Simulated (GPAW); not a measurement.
# Work function of C/Ru(0001) at several levels

Aim: the work function of both faces of C/Ru(0001), and its spread over functionals and bases.

Calculated with GPAW 26.7.0; GPAW, PAW setups; slab in vacuum, relaxation, in the first sound run; inputs show where later runs differ.

Report form: the programs' logs are mostly left out.

## (1) The starting structure

The cell holds 5 atoms: 4 Ru and 1 C. Its edges and angles: a = 2.700 Å, b = 2.700 Å, c = 24.178 Å, α = 90.0°, β = 90.0°, γ = 60.0°. Vacuum lies along c.

Structure file:

```cif
data_structure
_symmetry_space_group_name_H-M 'P 1'
_symmetry_Int_Tables_number 1
_cell_length_a 2.7000
_cell_length_b 2.7000
_cell_length_c 24.1776
_cell_angle_alpha 90.000
_cell_angle_beta 90.000
_cell_angle_gamma 60.000
_cell_volume 152.64
loop_
_atom_site_label
_atom_site_type_symbol
_atom_site_fract_x
_atom_site_fract_y
_atom_site_fract_z
_atom_site_occupancy
Ru1 Ru 0.66667 0.66667 0.33089 1
Ru2 Ru 0.00000 0.00000 0.41933 1
Ru3 Ru 0.66667 0.66667 0.50778 1
Ru4 Ru 0.00000 0.00000 0.59622 1
C5 C 0.50000 0.00000 0.66911 1
```

## (2) Relaxation

The atoms are relaxed first, since the surface dipole, and with it the work function, follows the positions of the outer layers. The lowest 2 atoms are held at bulk positions and keep their forces.

Input file run.py:

```python
import json
import numpy as np
from ase import Atoms
from ase.constraints import FixAtoms
from ase.optimize import BFGS
from gpaw import GPAW, PW

slab = Atoms(
    ['Ru', 'Ru', 'Ru', 'Ru', 'C'],
    positions=[
        [2.70000, 1.55885, 8.00000],
        [0.00000, 0.00000, 10.13840],
        [2.70000, 1.55885, 12.27680],
        [0.00000, 0.00000, 14.41520],
        [1.35000, 0.00000, 16.17756]],
    cell=[[2.7, 0.0, 0.0], [1.35, 2.33827, 0.0], [0.0, 0.0, 24.17756]],
    pbc=[True, True, False])

slab.calc = GPAW(mode=PW(500), xc='PBE', kpts={'size': (13, 13, 1), 'gamma': True},
                 occupations={'name': 'fermi-dirac', 'width': 0.1}, nbands='160%',
                 convergence={'density': 1e-05}, maxiter=200,
                 poissonsolver={'dipolelayer': 'xy'},
                 symmetry={'tolerance': 1e-3, 'extra_ids': [1, 1, 0, 0, 0]}, txt='slab.txt')
result = {}
slab.set_constraint(FixAtoms([0, 1]))
path = []
opt = BFGS(slab, maxstep=0.2)
opt.attach(lambda: path.append((slab.get_potential_energy(), slab.positions.tolist(), slab.get_forces().tolist())))
result['relaxed'] = bool(opt.run(fmax=0.03, steps=40))
result['path'] = path
energy = slab.get_potential_energy()
fermi = slab.calc.get_fermi_level()
v = slab.calc.get_electrostatic_potential().mean((0, 1)) - fermi
n = slab.calc.get_pseudo_density().mean((0, 1))
L = slab.cell[2, 2]
z = np.arange(len(v)) * L / len(v)
low, high = slab.positions[:, 2].min(), slab.positions[:, 2].max()
below, above = np.interp([low - 5.8, high + 5.8], z, v)
slopes = [np.interp(x, z, np.gradient(v, z)) for x in (low - 5.8, high + 5.8)]
eps = np.array([[slab.calc.get_eigenvalues(k, s) for k in range(len(slab.calc.get_ibz_k_points()))]
                for s in range(slab.calc.get_number_of_spins())]) - fermi
top, bottom = eps[eps < 0].max(), eps[eps > 0].min()
dipole = slab.get_dipole_moment()[2]
print(f'energy {energy:.4f} eV, Fermi level {fermi:.4f} eV, dipole {dipole:.5f} e A')
print(f'potential 5.8 A off the faces, from the Fermi level: lower {below:.4f} eV, upper {above:.4f} eV')
print(f'slope of the potential there: lower {slopes[0]:.5f}, upper {slopes[1]:.5f} eV/A')
print(f'nearest levels on the mesh: {top:.4f} and {bottom:.4f} eV')
print('magnetic moment', round(slab.get_magnetic_moment(), 3))
result.update(energy=energy, fermi=fermi, dipole=dipole, below=below, above=above, slopes=slopes, edges=[top, bottom],
              z=z.tolist(), v=v.tolist(), n=n.tolist(), positions=slab.positions.tolist(),
              forces=slab.get_forces(apply_constraint=False).tolist(), moments=slab.get_magnetic_moments().tolist())
json.dump(result, open('result.json', 'w'))
```

On the command line:

```bash
OMP_NUM_THREADS=1 OPENBLAS_NUM_THREADS=1 python run.py
```

Elapsed: 82 min, on 1 thread of INTEL XEON PLATINUM 8581C at 2.10GHz (Emerald Rapids), shared host; peak memory 0.39 GiB.

Step by step (22 of 29):

| step | energy less that of the first step (eV) | largest force (eV/Å) |
| --- | --- | --- |
| 1 | 0.0000 | 3.2166 |
| 2 | -0.2405 | 2.8153 |
| 4 | -0.8702 | 0.4153 |
| 5 | -0.8925 | 0.6689 |
| 6 | -0.9573 | 1.9592 |
| 8 | -1.2114 | 1.6392 |
| 9 | -1.3001 | 1.0080 |
| 10 | -1.3426 | 0.5255 |
| 12 | -1.3653 | 0.3539 |
| 13 | -1.3762 | 0.4686 |
| 14 | -1.3891 | 0.5535 |
| 16 | -1.4077 | 0.2707 |
| 17 | -1.4106 | 0.2543 |
| 18 | -1.4134 | 0.2321 |
| 20 | -1.4379 | 0.5742 |
| 21 | -1.4552 | 0.4986 |
| 22 | -1.4635 | 0.2678 |
| 24 | -1.4653 | 0.0990 |
| 25 | -1.4657 | 0.1330 |
| 26 | -1.4666 | 0.1601 |
| 28 | -1.4683 | 0.0552 |
| 29 | -1.4685 | 0.0105 |

The atoms that moved most (Å):

| atom | dx | dy | dz | length |
| --- | --- | --- | --- | --- |
| C5 | 0.000 | -0.780 | -0.442 | 0.897 |
| Ru4 | 0.000 | -0.001 | 0.168 | 0.168 |

The relaxed structure:

```cif
data_structure
_symmetry_space_group_name_H-M 'P 1'
_symmetry_Int_Tables_number 1
_cell_length_a 2.7000
_cell_length_b 2.7000
_cell_length_c 24.1776
_cell_angle_alpha 90.000
_cell_angle_beta 90.000
_cell_angle_gamma 60.000
_cell_volume 152.64
loop_
_atom_site_label
_atom_site_type_symbol
_atom_site_fract_x
_atom_site_fract_y
_atom_site_fract_z
_atom_site_occupancy
Ru1 Ru 0.66667 0.66667 0.33089 1
Ru2 Ru 0.00000 0.00000 0.41933 1
Ru3 Ru 0.66667 0.66666 0.50773 1
Ru4 Ru 0.00011 0.99978 0.60316 1
C5 C 0.66686 0.66627 0.65084 1
```

Numbers from this step:

```yaml
dipole_along_the_normal: -0.02282 e·Å
levels_nearest_the_fermi_level_on_the_mesh: -0.002590, 0.08564 eV from the Fermi level
upper_work_function: 5.673 eV
lower_work_function: 5.017 eV
```

The electrostatic potential energy of an electron (without an applied field's), less the Fermi level, planar mean oscillates, so the rows of the table below give means over windows of 2.13 Å about each position, cut where the curve ends. Its maxima inside the range that stand out by 2 % of the span (Å: eV): 9.1: -1.89, 11.2: -2.01, 13.4: -0.781, 15.4: -11.7. Its minima: 8.0: -28.0, 10.2: -28.5, 12.3: -28.3, 14.6: -29.2, 15.7: -14.9.

Table of electrostatic potential energy of an electron (without an applied field's), less the Fermi level, planar mean by z; means over each step:

| z (Å) | electrostatic potential energy of an electron (without an applied field's), less the Fermi level, planar mean (eV) |
| --- | --- |
| 1.06 | 5.05 |
| 3.19 | 5.02 |
| 5.32 | 4.81 |
| 7.46 | -11.1 |
| 9.58 | -13.6 |
| 11.71 | -13.6 |
| 13.84 | -12.5 |
| 15.97 | -6.23 |
| 18.11 | 5.61 |
| 20.23 | 5.67 |
| 22.36 | 5.67 |

Pseudo valence density, planar mean against z:

| z (Å) | pseudo valence density, planar mean (e/Å³) |
| --- | --- |
| 4.0 | 9.8e-5 |
| 4.5 | 3.5e-4 |
| 5.0 | 0.00120 |
| 5.5 | 0.00424 |
| 6.0 | 0.0144 |
| 6.5 | 0.0519 |
| 7.0 | 0.203 |
| 7.5 | 0.964 |
| 8.0 | 2.57 |
| 8.5 | 0.963 |
| 9.0 | 0.391 |
| 9.5 | 0.659 |
| 10.0 | 2.38 |
| 10.5 | 1.49 |
| 11.0 | 0.432 |
| 11.5 | 0.506 |
| 12.0 | 1.84 |
| 12.5 | 2.05 |
| 13.0 | 0.518 |
| 13.5 | 0.303 |
| 14.0 | 0.768 |
| 14.5 | 2.59 |
| 15.0 | 1.43 |
| 15.5 | 0.734 |
| 16.0 | 0.499 |
| 16.5 | 0.167 |
| 17.0 | 0.0328 |
| 17.5 | 0.00607 |
| 18.0 | 0.00105 |
| 18.5 | 2.0e-4 |

The relaxation lowered the energy of the cell by 1.47 eV (energies extrapolated to zero smearing; the optimiser's log prints free energies). The largest force left on a free atom is 0.011 eV/Å.

## (3) Plane waves, PBE

The work function is the vacuum plateau of the electrostatic potential less the Fermi level; a dipole layer lets the two faces have plateaus of their own.

This step: GPAW, PAW setups; slab in vacuum (GPAW 26.7.0).

run.py, as its differences from that of step 2:

```diff
@@ -3,4 +3,2 @@
 from ase import Atoms
-from ase.constraints import FixAtoms
-from ase.optimize import BFGS
 from gpaw import GPAW, PW
@@ -12,5 +10,5 @@
         [0.00000, 0.00000, 10.13840],
-        [2.70000, 1.55885, 12.27680],
-        [0.00000, 0.00000, 14.41520],
-        [1.35000, 0.00000, 16.17756]],
+        [2.70000, 1.55883, 12.27575],
+        [-0.00000, -0.00051, 14.58298],
+        [1.35000, -0.78034, 15.73567]],
     cell=[[2.7, 0.0, 0.0], [1.35, 2.33827, 0.0], [0.0, 0.0, 24.17756]],
@@ -22,10 +20,4 @@
                  poissonsolver={'dipolelayer': 'xy'},
-                 symmetry={'tolerance': 1e-3, 'extra_ids': [1, 1, 0, 0, 0]}, txt='slab.txt')
+                 symmetry={'tolerance': 1e-3}, txt='slab.txt')
 result = {}
-slab.set_constraint(FixAtoms([0, 1]))
-path = []
-opt = BFGS(slab, maxstep=0.2)
-opt.attach(lambda: path.append((slab.get_potential_energy(), slab.positions.tolist(), slab.get_forces().tolist())))
-result['relaxed'] = bool(opt.run(fmax=0.03, steps=40))
-result['path'] = path
 energy = slab.get_potential_energy()
```

Elapsed: 83 s, on 1 thread; peak memory 0.26 GiB.

Numbers from this step:

```yaml
dipole_along_the_normal: -0.02280 e·Å
levels_nearest_the_fermi_level_on_the_mesh: -0.002613, 0.08581 eV from the Fermi level
upper_work_function: 5.672 eV
```

The electrostatic potential energy of an electron (without an applied field's), less the Fermi level, planar mean oscillates, so the rows of the table below give means over windows of 2.13 Å about each position, cut where the curve ends. Its maxima inside the range that stand out by 2 % of the span (Å: eV): 9.1: -1.89, 11.2: -2.01, 13.4: -0.781, 15.4: -11.7. Its minima: 8.0: -28.0, 10.2: -28.5, 12.3: -28.3, 14.6: -29.2, 15.7: -14.9.

Electrostatic potential energy of an electron (without an applied field's), less the Fermi level, planar mean against z; means over each step:

(Unchanged from step 2.)

The pseudo valence density, planar mean oscillates, so the rows of the table below give means over windows of 2.13 Å about each position, cut where the curve ends. Its maxima inside the range that stand out by 2 % of the span (Å: e/Å³): 7.9: 2.62, 10.1: 2.60, 12.2: 2.57, 14.5: 2.62. Its minima: 9.1: 0.373, 11.2: 0.372, 13.3: 0.301.

The pseudo valence density, planar mean by z; means over each step:

| z (Å) | pseudo valence density, planar mean (e/Å³) |
| --- | --- |
| 3.19 | 3.5e-5 |
| 5.32 | 0.00731 |
| 7.46 | 1.04 |
| 9.58 | 1.19 |
| 11.71 | 1.19 |
| 13.84 | 1.09 |
| 15.97 | 0.536 |
| 18.11 | 0.00402 |
| 20.23 | 3.2e-6 |

Force by atom:

| atom | x (eV/Å) | y (eV/Å) | z (eV/Å) | size |
| --- | --- | --- | --- | --- |
| Ru1 | 0.000 | 0.000 | 0.744 | 0.744 |
| Ru2 | 0.000 | 0.000 | -0.743 | 0.743 |
| Ru3 | 0.000 | 0.000 | -0.005 | 0.005 |
| Ru4 | 0.000 | 0.000 | 0.017 | 0.017 |
| C5 | 0.000 | 0.000 | -0.011 | 0.011 |

The potential is flat to 3.7e-5 eV/Å where it is read, so the vacuum is wide enough.

## (4) Self-consistent run: xc = "LDA"

The same geometry under LDA, to see how far the functional moves the levels against the vacuum.

run.py, as its differences from that of step 3:

```diff
@@ -16,3 +16,3 @@
 
-slab.calc = GPAW(mode=PW(500), xc='PBE', kpts={'size': (13, 13, 1), 'gamma': True},
+slab.calc = GPAW(mode=PW(500), xc='LDA', kpts={'size': (13, 13, 1), 'gamma': True},
                  occupations={'name': 'fermi-dirac', 'width': 0.1}, nbands='160%',
```

Run time: 77 s. Hardware: 1 thread; peak memory 0.26 GiB.

Numbers from this step:

```yaml
dipole_along_the_normal: -0.01885 e·Å
levels_nearest_the_fermi_level_on_the_mesh: -0.007876, 0.08850 eV from the Fermi level
upper_work_function: 5.919 eV
lower_work_function: 5.377 eV
```

Electrostatic potential energy of an electron (without an applied field's), less the Fermi level, planar mean against z:

z (Å), electrostatic potential energy of an electron (without an applied field's), less the Fermi level, planar mean (eV) and a bar from the least value:
```
      0.0        5.6 ##############################
      0.5        5.4 ##############################
      1.0        5.4 ##############################
      1.5        5.4 ##############################
      2.0        5.4 ##############################
      2.5        5.4 ##############################
      3.0        5.4 ##############################
      3.5        5.4 ##############################
      4.0        5.4 ##############################
      4.5        5.4 ##############################
      5.0        5.3 #############################
      5.5        5.3 #############################
      6.0        5.0 #############################
      6.5        3.9 ############################
      7.0        0.2 #########################
      7.5      -12.7 ##############
      8.0      -27.7 #
      8.5      -12.8 ##############
      9.0       -1.7 #######################
      9.5       -8.2 ##################
     10.0      -26.5 ##
     10.5      -18.8 ########
     11.0       -3.2 ######################
     11.5       -4.6 #####################
     12.0      -22.1 #####
     12.5      -23.8 ####
     13.0       -5.6 ####################
     13.5       -0.7 ########################
     14.0      -10.4 ################
     14.5      -28.3 
     15.0      -18.6 #########
     15.5      -12.6 ##############
     16.0       -7.3 ##################
     16.5        3.1 ############################
     17.0        5.4 ##############################
     17.5        5.8 ##############################
     18.0        5.9 ##############################
     18.5        5.9 ##############################
     19.0        5.9 ##############################
     19.5        5.9 ##############################
     20.0        5.9 ##############################
     20.5        5.9 ##############################
     21.0        5.9 ##############################
     21.5        5.9 ##############################
     22.0        5.9 ##############################
     22.5        5.9 ##############################
     23.0        5.9 ##############################
     23.5        5.9 ##############################
     24.0        5.8 ##############################
```

The pseudo valence density, planar mean oscillates, so the rows of the table below give means over windows of 2.13 Å about each position, cut where the curve ends. Its maxima inside the range that stand out by 2 % of the span (Å: e/Å³): 7.9: 2.62, 10.1: 2.59, 12.2: 2.57, 14.5: 2.61. Its minima: 9.1: 0.375, 11.2: 0.373, 13.3: 0.302.

The pseudo valence density, planar mean by z; means over each step:

| z (Å) | pseudo valence density, planar mean (e/Å³) |
| --- | --- |
| 3.19 | 3.1e-5 |
| 5.32 | 0.00737 |
| 7.46 | 1.04 |
| 9.58 | 1.19 |
| 11.71 | 1.19 |
| 13.84 | 1.09 |
| 15.97 | 0.536 |
| 18.11 | 0.00413 |
| 20.23 | 2.8e-6 |

Force by atom:

| atom | x (eV/Å) | y (eV/Å) | z (eV/Å) | size |
| --- | --- | --- | --- | --- |
| Ru1 | 0.00 | 0.00 | 1.48 | 1.48 |
| Ru2 | 0.00 | 0.00 | -0.75 | 0.75 |
| Ru3 | 0.00 | 0.00 | -0.17 | 0.17 |
| Ru4 | 0.00 | 0.00 | 0.42 | 0.42 |
| C5 | 0.00 | 0.00 | -0.98 | 0.98 |

The upper face's work function is 5.919 eV, against 5.672 eV in the first plane-wave PBE run at this geometry.

## (5) OptPBE vdW: xc = "optPBE-vdW"

The same geometry under optPBE-vdW, to see how far the functional moves the levels against the vacuum (the van der Waals functionals take revPBE setups).

run.py, as its differences from that of step 4:

```diff
@@ -16,3 +16,3 @@
 
-slab.calc = GPAW(mode=PW(500), xc='LDA', kpts={'size': (13, 13, 1), 'gamma': True},
+slab.calc = GPAW(mode=PW(500), xc='optPBE-vdW', kpts={'size': (13, 13, 1), 'gamma': True},
                  occupations={'name': 'fermi-dirac', 'width': 0.1}, nbands='160%',
```

The job ended after 97 s (1 thread; peak memory 0.39 GiB).

Numbers from this step:

| Property | Result |
| --- | --- |
| dipole along the normal | -0.02505 e·Å |
| levels nearest the Fermi level on the mesh | -1.60e-4, 0.03400 eV from the Fermi level |
| upper work function | 5.908 eV |
| lower work function | 5.188 eV |

The upper face's work function is 5.908 eV, against 5.672 eV in the first plane-wave PBE run at this geometry.

## (6) Self-consistent run: xc = "RPBE"

The same geometry under RPBE, to see how far the functional moves the levels against the vacuum.

run.py, as its differences from that of step 5:

```diff
@@ -16,3 +16,3 @@
 
-slab.calc = GPAW(mode=PW(500), xc='optPBE-vdW', kpts={'size': (13, 13, 1), 'gamma': True},
+slab.calc = GPAW(mode=PW(500), xc='RPBE', kpts={'size': (13, 13, 1), 'gamma': True},
                  occupations={'name': 'fermi-dirac', 'width': 0.1}, nbands='160%',
```

The job ended after 85 s (1 thread; peak memory 0.26 GiB).

This step gave:

```
dipole along the normal                    : -0.02509 e·Å
levels nearest the Fermi level on the mesh : -0.004430, 2.76e-4 eV from the Fermi level
upper work function                        : 5.569 eV
lower work function                        : 4.848 eV
```

The electrostatic potential energy of an electron (without an applied field's), less the Fermi level, planar mean oscillates, so the rows of the table below give means over windows of 2.13 Å about each position, cut where the curve ends. Its maxima inside the range that stand out by 2 % of the span (Å: eV): 9.1: -1.98, 11.2: -2.10, 13.4: -0.870, 15.4: -11.8. Its minima: 8.0: -28.0, 10.2: -28.5, 12.3: -28.3, 14.6: -29.2, 15.7: -15.0.

Electrostatic potential energy of an electron (without an applied field's), less the Fermi level, planar mean against z; means over each step:

| z (Å) | electrostatic potential energy of an electron (without an applied field's), less the Fermi level, planar mean (eV) |
| --- | --- |
| 1.06 | 4.88 |
| 3.19 | 4.85 |
| 5.32 | 4.64 |
| 7.46 | -11.2 |
| 9.58 | -13.7 |
| 11.71 | -13.6 |
| 13.84 | -12.6 |
| 15.97 | -6.32 |
| 18.11 | 5.51 |
| 20.23 | 5.57 |
| 22.36 | 5.57 |

The upper face's work function is 5.569 eV, against 5.672 eV in the first plane-wave PBE run at this geometry.

## (7) Self-consistent run: xc = "revPBE"

The same geometry under revPBE, to see how far the functional moves the levels against the vacuum.

run.py, as its differences from that of step 6:

```diff
@@ -16,3 +16,3 @@
 
-slab.calc = GPAW(mode=PW(500), xc='RPBE', kpts={'size': (13, 13, 1), 'gamma': True},
+slab.calc = GPAW(mode=PW(500), xc='revPBE', kpts={'size': (13, 13, 1), 'gamma': True},
                  occupations={'name': 'fermi-dirac', 'width': 0.1}, nbands='160%',
```

It took 89 s on 1 thread; peak memory 0.26 GiB.

This step gave:

```yaml
dipole_along_the_normal: -0.02435 e·Å
levels_nearest_the_fermi_level_on_the_mesh: -8.35e-4, 0.08441 eV from the Fermi level
upper_work_function: 5.571 eV
lower_work_function: 4.872 eV
```

The upper face's work function is 5.571 eV, against 5.672 eV in the first plane-wave PBE run at this geometry.

## (8) Self-consistent run: xc = "vdW-DF2"

The same geometry under vdW-DF2, to see how far the functional moves the levels against the vacuum (the van der Waals functionals take revPBE setups).

run.py, as its differences from that of step 7:

```diff
@@ -16,3 +16,3 @@
 
-slab.calc = GPAW(mode=PW(500), xc='revPBE', kpts={'size': (13, 13, 1), 'gamma': True},
+slab.calc = GPAW(mode=PW(500), xc='vdW-DF2', kpts={'size': (13, 13, 1), 'gamma': True},
                  occupations={'name': 'fermi-dirac', 'width': 0.1}, nbands='160%',
```

Elapsed: 1.7 min, on 1 thread; peak memory 0.39 GiB.

This step gave:

| Property | Result |
| --- | --- |
| dipole along the normal | -0.02694 e·Å |
| levels nearest the Fermi level on the mesh | -0.04861, 0.008622 eV from the Fermi level |
| upper work function | 6.078 eV |
| lower work function | 5.304 eV |

The upper face's work function is 6.078 eV, against 5.672 eV in the first plane-wave PBE run at this geometry.

## (9) Real-space grid: mode = "fd"

A real-space grid is a second complete basis, so it checks the plane-wave result.

run.py, as its differences from that of step 8:

```diff
@@ -3,3 +3,3 @@
 from ase import Atoms
-from gpaw import GPAW, PW
+from gpaw import GPAW
 
@@ -16,3 +16,3 @@
 
-slab.calc = GPAW(mode=PW(500), xc='vdW-DF2', kpts={'size': (13, 13, 1), 'gamma': True},
+slab.calc = GPAW(mode='fd', h=0.18, xc='PBE', kpts={'size': (13, 13, 1), 'gamma': True},
                  occupations={'name': 'fermi-dirac', 'width': 0.1}, nbands='160%',
```

Elapsed: 5.1 min, on 1 thread; peak memory 0.67 GiB.

Numbers from this step:

* dipole along the normal: -0.02284 e·Å
* levels nearest the Fermi level on the mesh: -0.003443, 0.08539 eV from the Fermi level
* upper work function: 5.671 eV
* lower work function: 5.017 eV

The upper face's work function is 5.671 eV, against 5.672 eV in the first plane-wave PBE run at this geometry.

(Continued in part 2 of 2.)

[Logs are printed without paths, hosts, clocks, repeated set-up lines and the standing remarks that a program may print on its own settings, such as how far it seeks lower states.]

[Hosts, paths, dates, database ids (printed as entryN), source tags and the programs' standing remarks are cut or masked in the printed files.]
